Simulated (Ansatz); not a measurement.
# The MXene Zr3C2 with Br ends: bands and core levels, part 4 of 5

What would XPS and angle-resolved spectra of the MXene Zr3C2 with Br ends look like?

Ansatz 0.2.0; DFT, PBE, plane-wave PAW, default files, scalar-relativistic.

So far. Step 3 (Layer-resolved bands, DOS and potential): The largest force component on a free atom is 0.001 eV/Å, so the atoms are at rest for these settings too. At the Fermi level the DOS is 2.02 states/eV a cell, and on the broadened curves Zr 4d holds 80 % of the total there.

## Step 4: Core holes

System of this step: Zr3C2Br2. The cell holds 28 atoms: 8 Br, 12 Zr and 8 C. Its edges and angles: a = 6.919 Å, b = 6.919 Å, c = 23.500 Å, α = 90.0°, β = 90.0°, γ = 120.0°. It derives from Zr3C2. How the cell was made: MXene sheet; termination: Br; lattice typed at the start. Regions: L1, 4 atoms (4 Br); L2, 4 atoms (4 Zr); L3, 4 atoms (4 C); in, 8 atoms (4 Zr and 4 C); rest, 8 atoms (4 Zr and 4 Br). Vacuum lies along c.

XPS shifts tell sites apart. Each chosen atom gets a core hole in a self-consistent pass of its own, in a cell repeated 2×2×1 to part the hole from its images.

Contents of input.yaml:

```yaml
crystal:
  lattice:
    - [6.9194886872, 0.0, 0.0]
    - [-3.4597443436, 5.9924529843, 0.0]
    - [0.0, 0.0, 23.5]
  atoms:
    - { symbol: Br, position: [0.3333333333, 0.1666666667, 0.6903011162] }
    - { symbol: Br, position: [0.3333333333, 0.6666666667, 0.6903011162] }
    - { symbol: Br, position: [0.8333333333, 0.1666666667, 0.6903011162] }
    - { symbol: Br, position: [0.8333333333, 0.6666666667, 0.6903011162] }
    - { symbol: Zr, position: [0.1666666667, 0.3333333333, 0.6060993963] }
    - { symbol: Zr, position: [0.1666666667, 0.8333333333, 0.6060993963] }
    - { symbol: Zr, position: [0.6666666667, 0.3333333333, 0.6060993963] }
    - { symbol: Zr, position: [0.6666666667, 0.8333333333, 0.6060993963] }
    - { symbol: C, position: [0.0, 0.0, 0.5592612758] }
    - { symbol: C, position: [0.0, 0.5, 0.5592612758] }
    - { symbol: C, position: [0.5, 0.0, 0.5592612758] }
    - { symbol: C, position: [0.5, 0.5, 0.5592612758] }
    - { symbol: Zr, position: [0.3333333333, 0.1666666667, 0.5] }
    - { symbol: Zr, position: [0.3333333333, 0.6666666667, 0.5] }
    - { symbol: Zr, position: [0.8333333333, 0.1666666667, 0.5] }
    - { symbol: Zr, position: [0.8333333333, 0.6666666667, 0.5] }
    - { symbol: C, position: [0.1666666667, 0.3333333333, 0.4407387242] }
    - { symbol: C, position: [0.1666666667, 0.8333333333, 0.4407387242] }
    - { symbol: C, position: [0.6666666667, 0.3333333333, 0.4407387242] }
    - { symbol: C, position: [0.6666666667, 0.8333333333, 0.4407387242] }
    - { symbol: Zr, position: [0.0, 0.0, 0.3939006037] }
    - { symbol: Zr, position: [0.0, 0.5, 0.3939006037] }
    - { symbol: Zr, position: [0.5, 0.0, 0.3939006037] }
    - { symbol: Zr, position: [0.5, 0.5, 0.3939006037] }
    - { symbol: Br, position: [0.3333333333, 0.1666666667, 0.3096988838] }
    - { symbol: Br, position: [0.3333333333, 0.6666666667, 0.3096988838] }
    - { symbol: Br, position: [0.8333333333, 0.1666666667, 0.3096988838] }
    - { symbol: Br, position: [0.8333333333, 0.6666666667, 0.3096988838] }
kpoints:
  mp_grid: { grid: [6, 6, 1] }
scf:
  occupations: { method: fermi_dirac, width: 0.05 }
  n_extra_bands: 8
hamiltonian:
  xc: pbe
  pseudopotentials: { kind: paw }
output:
  forces: true
  write_potential: true
  volumetric_format: []
  core_levels:
    shells: { C: "1s", Zr: "3d", Br: "3d" }
    counted_from: fermi_level
    add_spin: false
```

Run with:

```bash
ansatz run input.yaml --threads 4 --pin off --max-ram 6144MiB --backend cpu --events-out ev --progress --plain --runs-dir out
```

Numbers of over 12 decimals in the logs are rounded to 6 here.

Log:

```text
[...]
Crystal: 28 atoms, lattice volume = 974.421 Å³
Basis set: ecut = 420 eV, 19081 PW (Γ), exchange–correlation on 96×96×320 points (8 copies of the dense FFT grid, shifted against one another)
Bands: 124, of which v1, the nominal top of the filled ones, is band 116 counted from 1 (115 counted from 0)
Symmetry: 48 space group operations
[...]
k-points: 7 of 36
[...]
SCF iter   1: F=—  HF=-74511.706609 eV  |F-HF|=—  |Δ(HF+E_count)|=         —  Δρ=3.07e-3  dr2=1.27e0  ethr=1.77e-3  ⟨swp⟩=8.0  Hψ=4381  notcnv=0
[...]
SCF iter   7: F=-74511.566847 eV  HF=-74511.566847 eV  |F-HF|=3.20e-7  |Δ(HF+E_count)|=   2.19e-6  Δρ=3.61e-6  dr2=7.84e-8  ethr=4.31e-11  ⟨swp⟩=13.9  Hψ=9236  notcnv=0
SCF 1 converged in 7 iterations: F = -74511.566847 eV  dr2 = 7.84e-8
[...]
── core hole 1/4: 3d of Br 0 ──
── 3d of Br 0: 69.662 eV over the cell without the hole, in 12 iterations ──
── core hole 2/4: 3d of Zr 4 ──
── 3d of Zr 4: 178.740 eV over the cell without the hole, in 11 iterations ──
── core hole 3/4: 1s of C 8 ──
── 1s of C 8: 281.863 eV over the cell without the hole, in 11 iterations ──
── core hole 4/4: 3d of Zr 12 ──
── 3d of Zr 12: 178.268 eV over the cell without the hole, in 11 iterations ──
SCF converged after 7 iterations
Free energy (F): -74511.566847 eV
[...]
Internal energy: -74511.502851 eV  (E = F + TS)
E sigma→0 (E₀):  -74511.534849 eV
Entropy (-TS):   -0.063996 eV (-2.286 meV/atom)
Fermi energy:    4.231771 eV
[...]
--- Forces (eV/Å), atoms counted from 1 ---
  atom   1  Br    -0.00000000    -0.00000000     0.00032084
  atom   2  Br     0.00000000    -0.00000000     0.00032084
  atom   3  Br    -0.00000000    -0.00000000     0.00032084
  atom   4  Br    -0.00000000    -0.00000000     0.00032084
  atom   5  Zr    -0.00000000     0.00000000    -0.00075552
  atom   6  Zr    -0.00000000     0.00000000    -0.00075552
  atom   7  Zr     0.00000000     0.00000000    -0.00075552
  atom   8  Zr     0.00000000     0.00000000    -0.00075552
  atom   9  C      0.00000000     0.00000000    -0.00015897
  atom  10  C      0.00000000     0.00000000    -0.00015897
  atom  11  C     -0.00000000     0.00000000    -0.00015897
  atom  12  C      0.00000000     0.00000000    -0.00015897
  atom  13  Zr     0.00000000     0.00000000    -0.00000000
  atom  14  Zr     0.00000000     0.00000000     0.00000000
  atom  15  Zr    -0.00000000     0.00000000     0.00000000
  atom  16  Zr    -0.00000000     0.00000000     0.00000000
  atom  17  C      0.00000000    -0.00000000     0.00015897
  atom  18  C     -0.00000000    -0.00000000     0.00015897
  atom  19  C      0.00000000    -0.00000000     0.00015897
  atom  20  C     -0.00000000    -0.00000000     0.00015897
  atom  21  Zr    -0.00000000    -0.00000000     0.00075552
  atom  22  Zr    -0.00000000    -0.00000000     0.00075552
  atom  23  Zr     0.00000000    -0.00000000     0.00075552
  atom  24  Zr     0.00000000    -0.00000000     0.00075552
  atom  25  Br    -0.00000000     0.00000000    -0.00032084
  atom  26  Br    -0.00000000     0.00000000    -0.00032084
  atom  27  Br     0.00000000     0.00000000    -0.00032084
  atom  28  Br    -0.00000000     0.00000000    -0.00032084
  max |Σ_I F_I| component: 2.17e-18 eV/Å
--- Band table (eV; the first three rows and the last of 7) ---
  k-point 0: bands = [... 112 lower, 2.2699, 2.4686, 2.4686, 4.2855, 4.2855, 5.0231, 5.4046, 5.4046, ... 4 higher]
  k-point 1: bands = [... 112 lower, 2.3368, 2.7572, 2.7572, 4.1082, 4.4393, 4.9501, 5.3464, 5.3611, ... 4 higher]
  k-point 2: bands = [... 112 lower, 2.5202, 3.4404, 3.4404, 3.5902, 4.8307, 4.8654, 5.0408, 5.0408, ... 4 higher]
  k-point 6: bands = [... 112 lower, 3.7053, 3.7053, 3.7053, 4.0303, 4.0303, 4.0303, 5.0900, 5.0900, ... 4 higher]
--- Core levels from the Fermi level (as output.core_levels.counted_from types it; a hole's nearest image at 6.9 Å) ---
  the holes have no spin, as output.core_levels.add_spin types it
  atom         alike  shell      binding/eV   shift/eV difference/eV images/eV   SCF
  Br 0             8     3d          69.662     +0.000        69.662         –    12
  Zr 4             8     3d         178.740     +0.000       178.740         –    11
  C 8              8     1s         281.863     +0.000       281.863         –    11
  Zr 12            4     3d         178.268     -0.471       178.268         –    11
  the dataset of Br with a 3d hole: scattering error 0.012 eV (0.002 eV in the local channel); free atom: scalar-relativistic, large and small components
  the two lines of Br's 3d: 3d3/2 +0.616 eV and 3d5/2 -0.411 eV off its levels, 2 : 3 in strength
  the dataset of Zr with a 3d hole: scattering error 0.000 eV; free atom: scalar-relativistic, large and small components
  the two lines of Zr's 3d: 3d3/2 +1.430 eV and 3d5/2 -0.953 eV off its levels, 2 : 3 in strength
  the dataset of C with a 1s hole: scattering error 0.003 eV (0.001 eV in the local channel); free atom: scalar-relativistic, large and small components
```

Wall time 3.1 min (4 threads of Arm Neoverse V2, shared host); peak memory 3.4 GiB; 12 min of CPU time.

Numbers from this step:

```
free energy             : -74511.5668 eV
energy at zero smearing : -74511.5348 eV
smearing term TS        : 0.06400 eV
symmetry operations     : 48
```

Each level is the free energy with the hole less that without it. The electron goes to the Fermi level, so the difference is a binding energy from E_F. The hole's nearest image is 6.9 Å away, and the holes carry no spin, so absolute levels are rough.

```
atom       region  shell  level (eV)  shift (eV)  potential at nucleus, shift (V)     j lines (eV)  doubts
 Br1      layer 1     3d       69.66           -                            +0.00    70.28 / 69.25       -
 Zr5      layer 2     3d      178.74       +0.47                            +0.65  180.17 / 177.79       -
  C9      layer 3     1s      281.86           -                            +0.00                -       -
Zr13  inner group     3d      178.27       +0.00                            +0.00  179.70 / 177.32       -
```

Levels of p, d and f shells are means over their two j lines, weighted by degeneracy; the splitting comes from the atom's own solve. Shifts count from the last listed atom of each element. A higher potential at the nucleus binds core electrons more tightly, so that column is a rough initial-state shift.

The Zr 3d lines of the listed atoms alone (other atoms of the cell aren't counted), as Gaussians 0.5 eV wide, no depth weighting. Intensity against Zr 3d level; read off at these points:

Zr 3d level (eV), intensity (%) and a bar:
```
   176.40          0 
   176.60          0 
   176.80          5 #
   177.00         30 #########
   177.20         79 ########################
   177.40        100 ##############################
   177.60         98 #############################
   177.80         96 #############################
   178.00         55 ################
   178.20         14 ####
   178.40          1 
   178.60          0 
   178.80          0 
   179.00          0 
   179.20          4 #
   179.40         22 #######
   179.60         55 #################
   179.80         66 ####################
   180.00         65 ####################
   180.10         67 ####################
   180.20         63 ###################
   180.40         33 ##########
   180.60          8 ##
   180.80          1 
   181.00          0 
   181.20          0
```

## Step 5: Density and potential on the grid

System of this step: Zr3C2Br2. The cell holds 7 atoms: 2 Br, 3 Zr and 2 C. Its edges and angles: a = 3.460 Å, b = 3.460 Å, c = 23.500 Å, α = 90.0°, β = 90.0°, γ = 120.0°. It derives from Zr3C2. How the cell was made: MXene sheet; termination: Br; lattice typed at the start. Regions: L1, 1 atom (1 Br); L2, 1 atom (1 Zr); L3, 1 atom (1 C); in, 2 atoms (1 Zr and 1 C); rest, 2 atoms (1 Zr and 1 Br). Vacuum lies along c.

The density, the localisation function and the potential are written on the grid, to look at the bonding.

Contents of input.yaml:

```yaml
crystal:
  lattice:
    - [3.4597443436, 0.0, 0.0]
    - [-1.7298721718, 2.9962264922, 0.0]
    - [0.0, 0.0, 23.5]
  atoms:
    - { symbol: Br, position: [0.6666666667, 0.3333333333, 0.6903011162] }
    - { symbol: Zr, position: [0.3333333333, 0.6666666667, 0.6060993963] }
    - { symbol: C, position: [0.0, 0.0, 0.5592612758] }
    - { symbol: Zr, position: [0.6666666667, 0.3333333333, 0.5] }
    - { symbol: C, position: [0.3333333333, 0.6666666667, 0.4407387242] }
    - { symbol: Zr, position: [0.0, 0.0, 0.3939006037] }
    - { symbol: Br, position: [0.6666666667, 0.3333333333, 0.3096988838] }
kpoints:
  mp_grid: { grid: [12, 12, 1] }
scf:
  occupations: { method: fermi_dirac, width: 0.05 }
  n_extra_bands: 8
hamiltonian:
  xc: pbe
  pseudopotentials: { kind: paw }
output:
  forces: true
  write_density: true
  write_potential: true
  elf: true
  volumetric_format: npy
```

Log:

```text
[...]
Crystal: 7 atoms, lattice volume = 243.605 Å³
Basis set: ecut = 420 eV, 4753 PW (Γ), exchange–correlation on 48×48×320 points (8 copies of the dense FFT grid, shifted against one another)
Bands: 37, of which v1, the nominal top of the filled ones, is band 29 counted from 1 (28 counted from 0)
Symmetry: 12 space group operations
[...]
k-points: 19 of 144
[...]
SCF iter   1: F=—  HF=-18627.924163 eV  |F-HF|=—  |Δ(HF+E_count)|=         —  Δρ=3.06e-3  dr2=3.16e-1  ethr=1.77e-3  ⟨swp⟩=8.3  Hψ=3656  notcnv=0  defer=1
[...]
SCF iter   7: F=-18627.891712 eV  HF=-18627.891712 eV  |F-HF|=6.79e-8  |Δ(HF+E_count)|=   4.89e-7  Δρ=3.50e-6  dr2=2.03e-8  ethr=1.72e-10  ⟨swp⟩=20.1  Hψ=6459  notcnv=0
SCF 1 converged in 7 iterations: F = -18627.891712 eV  dr2 = 2.03e-8
[...]
SCF converged after 7 iterations
Free energy (F): -18627.891712 eV
[...]
Internal energy: -18627.875713 eV  (E = F + TS)
E sigma→0 (E₀):  -18627.883712 eV
Entropy (-TS):   -0.015999 eV (-2.286 meV/atom)
Fermi energy:    4.231743 eV
[...]
--- Forces (eV/Å), atoms counted from 1 ---
  atom   1  Br    -0.00000000    -0.00000000     0.00030633
  atom   2  Zr     0.00000000     0.00000000    -0.00073590
  atom   3  C      0.00000000    -0.00000000    -0.00014693
  atom   4  Zr     0.00000000     0.00000000     0.00000000
  atom   5  C      0.00000000     0.00000000     0.00014693
  atom   6  Zr     0.00000000    -0.00000000     0.00073590
  atom   7  Br    -0.00000000     0.00000000    -0.00030633
  max |Σ_I F_I| component: 2.08e-17 eV/Å
--- Band table (eV; the first three rows and the last of 19) ---
  k-point 0: bands = [... 25 lower, 1.8456, 2.4686, 2.4686, 4.2854, 4.2854, 5.0230, 5.4917, 5.4917, ... 4 higher]
  k-point 1: bands = [... 25 lower, 1.8190, 2.0544, 2.3367, 4.1082, 4.4393, 4.9501, 5.5230, 5.5784, ... 4 higher]
  k-point 2: bands = [... 25 lower, 1.5504, 1.7915, 2.1099, 3.5902, 4.8306, 4.8654, 5.5762, 5.7590, ... 4 higher]
  k-point 18: bands = [... 25 lower, 1.1126, 1.5268, 1.5268, 5.0899, 5.0899, 5.1716, 5.6775, 6.1432, ... 4 higher]
```

Wall time 3.6 s (4 threads); peak memory 0.7 GiB.

Numbers from this step:

```yaml
free_energy: -18627.8917 eV
energy_at_zero_smearing: -18627.8837 eV
smearing_term_ts: 0.01600 eV
symmetry_operations: 12
```

Electrostatic potential energy in the ca plane at fractional y = 0.333, with atoms of Br and Zr within 0.2 Å of it. With pseudopotentials it is smooth inside the atoms' cores, unlike the true potential.

Values in eV, 5 rows by 16 columns, each cell a mean:
```
-26   2   3   0 -31 -10   4   2 -12 -25   6   8   8   8   8   8
-60   0   5  -6 -63 -29   5   4 -36 -59   3   8   8   8   8   8
-29   2   3   0 -34 -12   4   2 -13 -28   6   8   8   8   8   8
  4  -1  -4   4   2   4   0  -4   3   5   8   8   8   8   8   8
  5  -1  -4   4   2   4  -1  -5   3   6   8   8   8   8   8   8
```
Columns run along c (16.0 Å, from fractional 0.31 to 0.99 of the cell; values clipped at the 3rd and 97th percentile), rows up along a (3.5 Å). Atoms in or near the plane, at fractional coordinates: Br at (0.69, 0.67), Zr at (0.50, 0.67), Br at (0.31, 0.67).

Valence density in the ca plane at fractional y = 0.333, with atoms of Br and Zr within 0.2 Å of it. It is the smooth field of the valence electrons, not physical close to the nuclei.

Ten steps, logarithmic in the rise over the least value, from '0' (0.0 e/Å³) to '9' (3.9 e/Å³), each cell a mean:
```
00000000000135666543334444677544433334566542
00000000001246777653333346999853333345777763
00000000001357646753223347999963322346754764
00000000001357657653323347999863332346766764
00000000000246777643333345788643333345677653
00000000000124555433444444455444444434555432
00000000000012333334555554333445555533333211
00000000000011222234555554333445555543222210
00000000000023444334455544444444555433444321
```
Columns run along c (16.0 Å, from fractional 0.08 to 0.76 of the cell), rows up along a (3.5 Å). Atoms in or near the plane, at fractional coordinates: Br at (0.69, 0.67), Zr at (0.50, 0.67), Br at (0.31, 0.67).

ELF in the ca plane at fractional y = 0.333, with atoms of Br and Zr within 0.2 Å of it. It is the smooth field of the valence electrons, not physical close to the nuclei.

Values, 5 rows by 16 columns, each cell a mean:
```
0.00 0.00 0.01 0.17 0.72 0.74 0.64 0.14 0.29 0.43 0.52 0.28 0.16 0.51 0.74 0.79
0.00 0.00 0.01 0.26 0.82 0.16 0.66 0.23 0.19 0.57 0.55 0.19 0.21 0.65 0.13 0.80
0.00 0.00 0.01 0.18 0.73 0.72 0.65 0.14 0.28 0.45 0.55 0.27 0.16 0.53 0.71 0.80
0.00 0.00 0.00 0.02 0.22 0.44 0.23 0.19 0.45 0.34 0.26 0.52 0.20 0.17 0.44 0.28
0.00 0.00 0.00 0.02 0.18 0.39 0.20 0.19 0.45 0.36 0.27 0.53 0.21 0.16 0.40 0.24
```
Columns run along c (16.0 Å, from fractional 0.08 to 0.76 of the cell), rows up along a (3.5 Å). Atoms in or near the plane, at fractional coordinates: Br at (0.69, 0.67), Zr at (0.50, 0.67), Br at (0.31, 0.67).

(Continued in part 5 of 5.)

[Logs are printed without paths, hosts, clocks, repeated set-up lines and the standing remarks that a program may print on its own settings, such as how far it seeks lower states.]

[Hosts, paths, dates, database ids (printed as entryN), source tags and the programs' standing remarks are cut or masked in the printed files.]

[Maps of the electrostatic potential energy from Ansatz leave out the sawtooth potential of an applied field or a dipole correction, so their vacuum need not be flat; work functions include it.]
